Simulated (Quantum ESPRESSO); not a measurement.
# BP (F-43m): a worked LO-TO splitting

How high does the longitudinal optical mode of BP (F-43m) lie, given the transverse one, the Born charge and ε∞?

Main program and level: Quantum ESPRESSO 7.5; DFT LDA, scalar-relativistic, plane waves, PseudoDojo norm-conserving pseudopotentials.

### 1. Set-up

It takes space group F-43m (No. 216, cubic). Conventional cell: a = 4.487 Å, b = 4.487 Å, c = 4.487 Å, α = 90.00°, β = 90.00°, γ = 90.00°. Nearest to B lie 4 P at 1.94 Å. Nearest to P lie 4 B at 1.94 Å. Farther neighbours are not listed.

This is the cell after its relaxation at this level of theory, not the database cell from which that began.

### 2. What the response run gave

A linear-response run on the relaxed cell, with the response to an electric field; only its zone-centre results are used. Cutoff 84 Ry, k mesh 12×12×12.

The log of the run:

```text
[banners, grids, parts of the stress and lines that vanish by symmetry left out]
Program PHONON v.7.5
     Reading xml data from directory:

[...]
Exchange-correlation= PW
                           (   1   4   0   0   0   0   0)
[...]
kinetic-energy cut-off    =      84.0000  Ry
     charge density cut-off    =     336.0000  Ry
     convergence threshold     =      1.0E-18
[...]
Exchange-correlation= PW
                           (   1   4   0   0   0   0   0)
[...]
q = (   0.0000000   0.0000000   0.0000000 )
     25 Sym.Ops. (with q -> -q+G )
     G cutoff =  305.9710  (  15905 G-vectors)     FFT grid: ( 36, 36, 36)
     number of k points=    72
[...]
Mode symmetry, T_d (-43m)  point group:
[...]
Dielectric constant
[...]
End of electric fields calculation
          Dielectric constant in cartesian axis
          (       9.159297089      -0.000000000      -0.000000000 )
          (      -0.000000000       9.159297089       0.000000000 )
          (      -0.000000000       0.000000000       9.159297089 )
          Effective charges (d Force / dE) in cartesian axis without acoustic sum rule applied (asr)
           atom    1  B     Mean Z*:       -0.64515
      Ex  (       -0.64515       -0.00000       -0.00000 )
      Ey  (       -0.00000       -0.64515        0.00000 )
      Ez  (       -0.00000        0.00000       -0.64515 )
           atom    2  P     Mean Z*:        0.64151
      Ex  (        0.64151        0.00000       -0.00000 )
      Ey  (        0.00000        0.64151        0.00000 )
      Ez  (       -0.00000        0.00000        0.64151 )
          Effective charges Sum: Mean:       -0.00364
[...]
Effective charges (d Force / dE) in cartesian axis with asr applied:
           atom    1  B     Mean Z*:       -0.64333
[...]
atom    2  P     Mean Z*:        0.64333
[...]
Representation #   1 modes #   1   2   3
[...]
End of self-consistent calculation
     Convergence has been achieved
     Representation #   2 modes #   4   5   6
[...]
End of self-consistent calculation
     Convergence has been achieved
[...]
Dielectric constant in cartesian axis
          (       9.159297089      -0.000000000      -0.000000000 )
          (      -0.000000000       9.159297089       0.000000000 )
          (      -0.000000000       0.000000000       9.159297089 )
          Effective charges (d Force / dE) in cartesian axis without acoustic sum rule applied (asr)
           atom    1  B     Mean Z*:       -0.64515
      Ex  (       -0.64515       -0.00000       -0.00000 )
      Ey  (       -0.00000       -0.64515        0.00000 )
      Ez  (       -0.00000        0.00000       -0.64515 )
           atom    2  P     Mean Z*:        0.64151
      Ex  (        0.64151        0.00000       -0.00000 )
      Ey  (        0.00000        0.64151        0.00000 )
      Ez  (       -0.00000        0.00000        0.64151 )
          Effective charges Sum: Mean:       -0.00364
[...]
Effective charges (d Force / dE) in cartesian axis with asr applied:
           atom    1  B     Mean Z*:       -0.64333
[...]
atom    2  P     Mean Z*:        0.64333
[...]
q = (    0.000000000   0.000000000   0.000000000 )
[...]
freq (    1) =      -0.015880 [THz] =      -0.529715 [cm-1]
     freq (    2) =      -0.015880 [THz] =      -0.529715 [cm-1]
     freq (    3) =      -0.015880 [THz] =      -0.529715 [cm-1]
     freq (    4) =      24.617863 [THz] =     821.163523 [cm-1]
     freq (    5) =      24.617863 [THz] =     821.163523 [cm-1]
     freq (    6) =      24.617863 [THz] =     821.163523 [cm-1]
[...]
Mode symmetry, T_d (-43m)  point group:
     freq (   1-   3) =         -0.5  [cm-1]   --> T_2  G_15 P_4   I+R
     freq (   4-   6) =        821.2  [cm-1]   --> T_2  G_15 P_4   I+R

   JOB DONE.
```

```csv
quantity,value
cell volume Ω (Å³),22.586
mass of B (u),10.810
mass of P (u),30.974
"Born charge of B, raw (e)",-0.645
"Born charge of P, raw (e)",0.641
ε∞,9.159
ω(TO) after the sum rule (cm⁻¹),821.2
```

### 3. The calculation

The charges must sum to zero over the cell; taking off their mean, -0.002 e, leaves Z* = -0.643 e on B. In the polar mode B moves against P, so the reduced mass is μ = 10.81 × 30.97 / 41.78 = 8.013 u.

A longitudinal wave builds up a field that adds to the restoring force: ω(LO)² = ω(TO)² + 4π Z*² / (μ Ω ε∞), in Hartree atomic units. With μ = 14607 electron masses and Ω = 152.42 bohr³ the second term is 2.5506e-07 Ha², or 12286 cm⁻² (1 Ha = 219474.6 cm⁻¹).

So ω(LO) = √(674304 + 12286) = 828.6 cm⁻¹, and by the Lyddane-Sachs-Teller relation ε₀ = ε∞ (ω(LO)/ω(TO))² = 9.33.

### 4. Check against the program

The analysis program adds the same non-analytic term to the full matrix, here for q along (1 0 0).

The log of the run:

```text
[banner, memory and clock lines left out]
Program DYNMAT v.7.5

     Reading Dynamical Matrix from file g.dyn
     ...Force constants read
     ...epsilon and Z* read

     Polarizability (A^3 units)
     multiply by 0.268834 for Clausius-Mossotti correction
        14.665007   -0.000000   -0.000000
        -0.000000   14.665007    0.000000
        -0.000000    0.000000   14.665007

     IR activities are in (D/A)^2/amu units

# mode   [cm-1]    [THz]      IR
    1      0.00    0.0000    0.0000
    2      0.00    0.0000    0.0000
    3      0.00    0.0000    0.0000
    4    821.16   24.6179    1.1916
    5    821.16   24.6179    1.1916
    6    828.61   24.8411    1.1916
```

ε₀ comes from the program's run without a direction of q.

```csv
quantity,by hand,program
ω(LO) (cm⁻¹),828.6,828.6
ε₀,9.33,9.33
```

### 5. What came out

- TO mode: 821.2 cm⁻¹
- LO mode: 828.6 cm⁻¹
- static dielectric constant: 9.326

**Reading.** The LO mode of BP (F-43m) lies at 829 cm⁻¹, 7 cm⁻¹ above the TO mode; the formula meets the program within 0.1 cm⁻¹, as it must for a cubic crystal with one polar mode. ω(LO)² − ω(TO)² goes with Z*²/ε∞: an error of 5 % in ε∞ would move the LO mode by 0.4 cm⁻¹, and semilocal functionals tend to overestimate ε∞. These are harmonic values at zero temperature, at the volume of this functional, for the structure held cubic; stability elsewhere in the zone is no part of this calculation.

[Host names and launcher messages were left out of these logs when they were recorded.]

[Logs are printed without paths, hosts, clocks, repeated set-up lines and the standing remarks that a program may print on its own settings, such as how far it seeks lower states.]

[Hosts, paths, dates, database ids (printed as entryN), source tags and the programs' standing remarks are cut or masked in the printed files.]
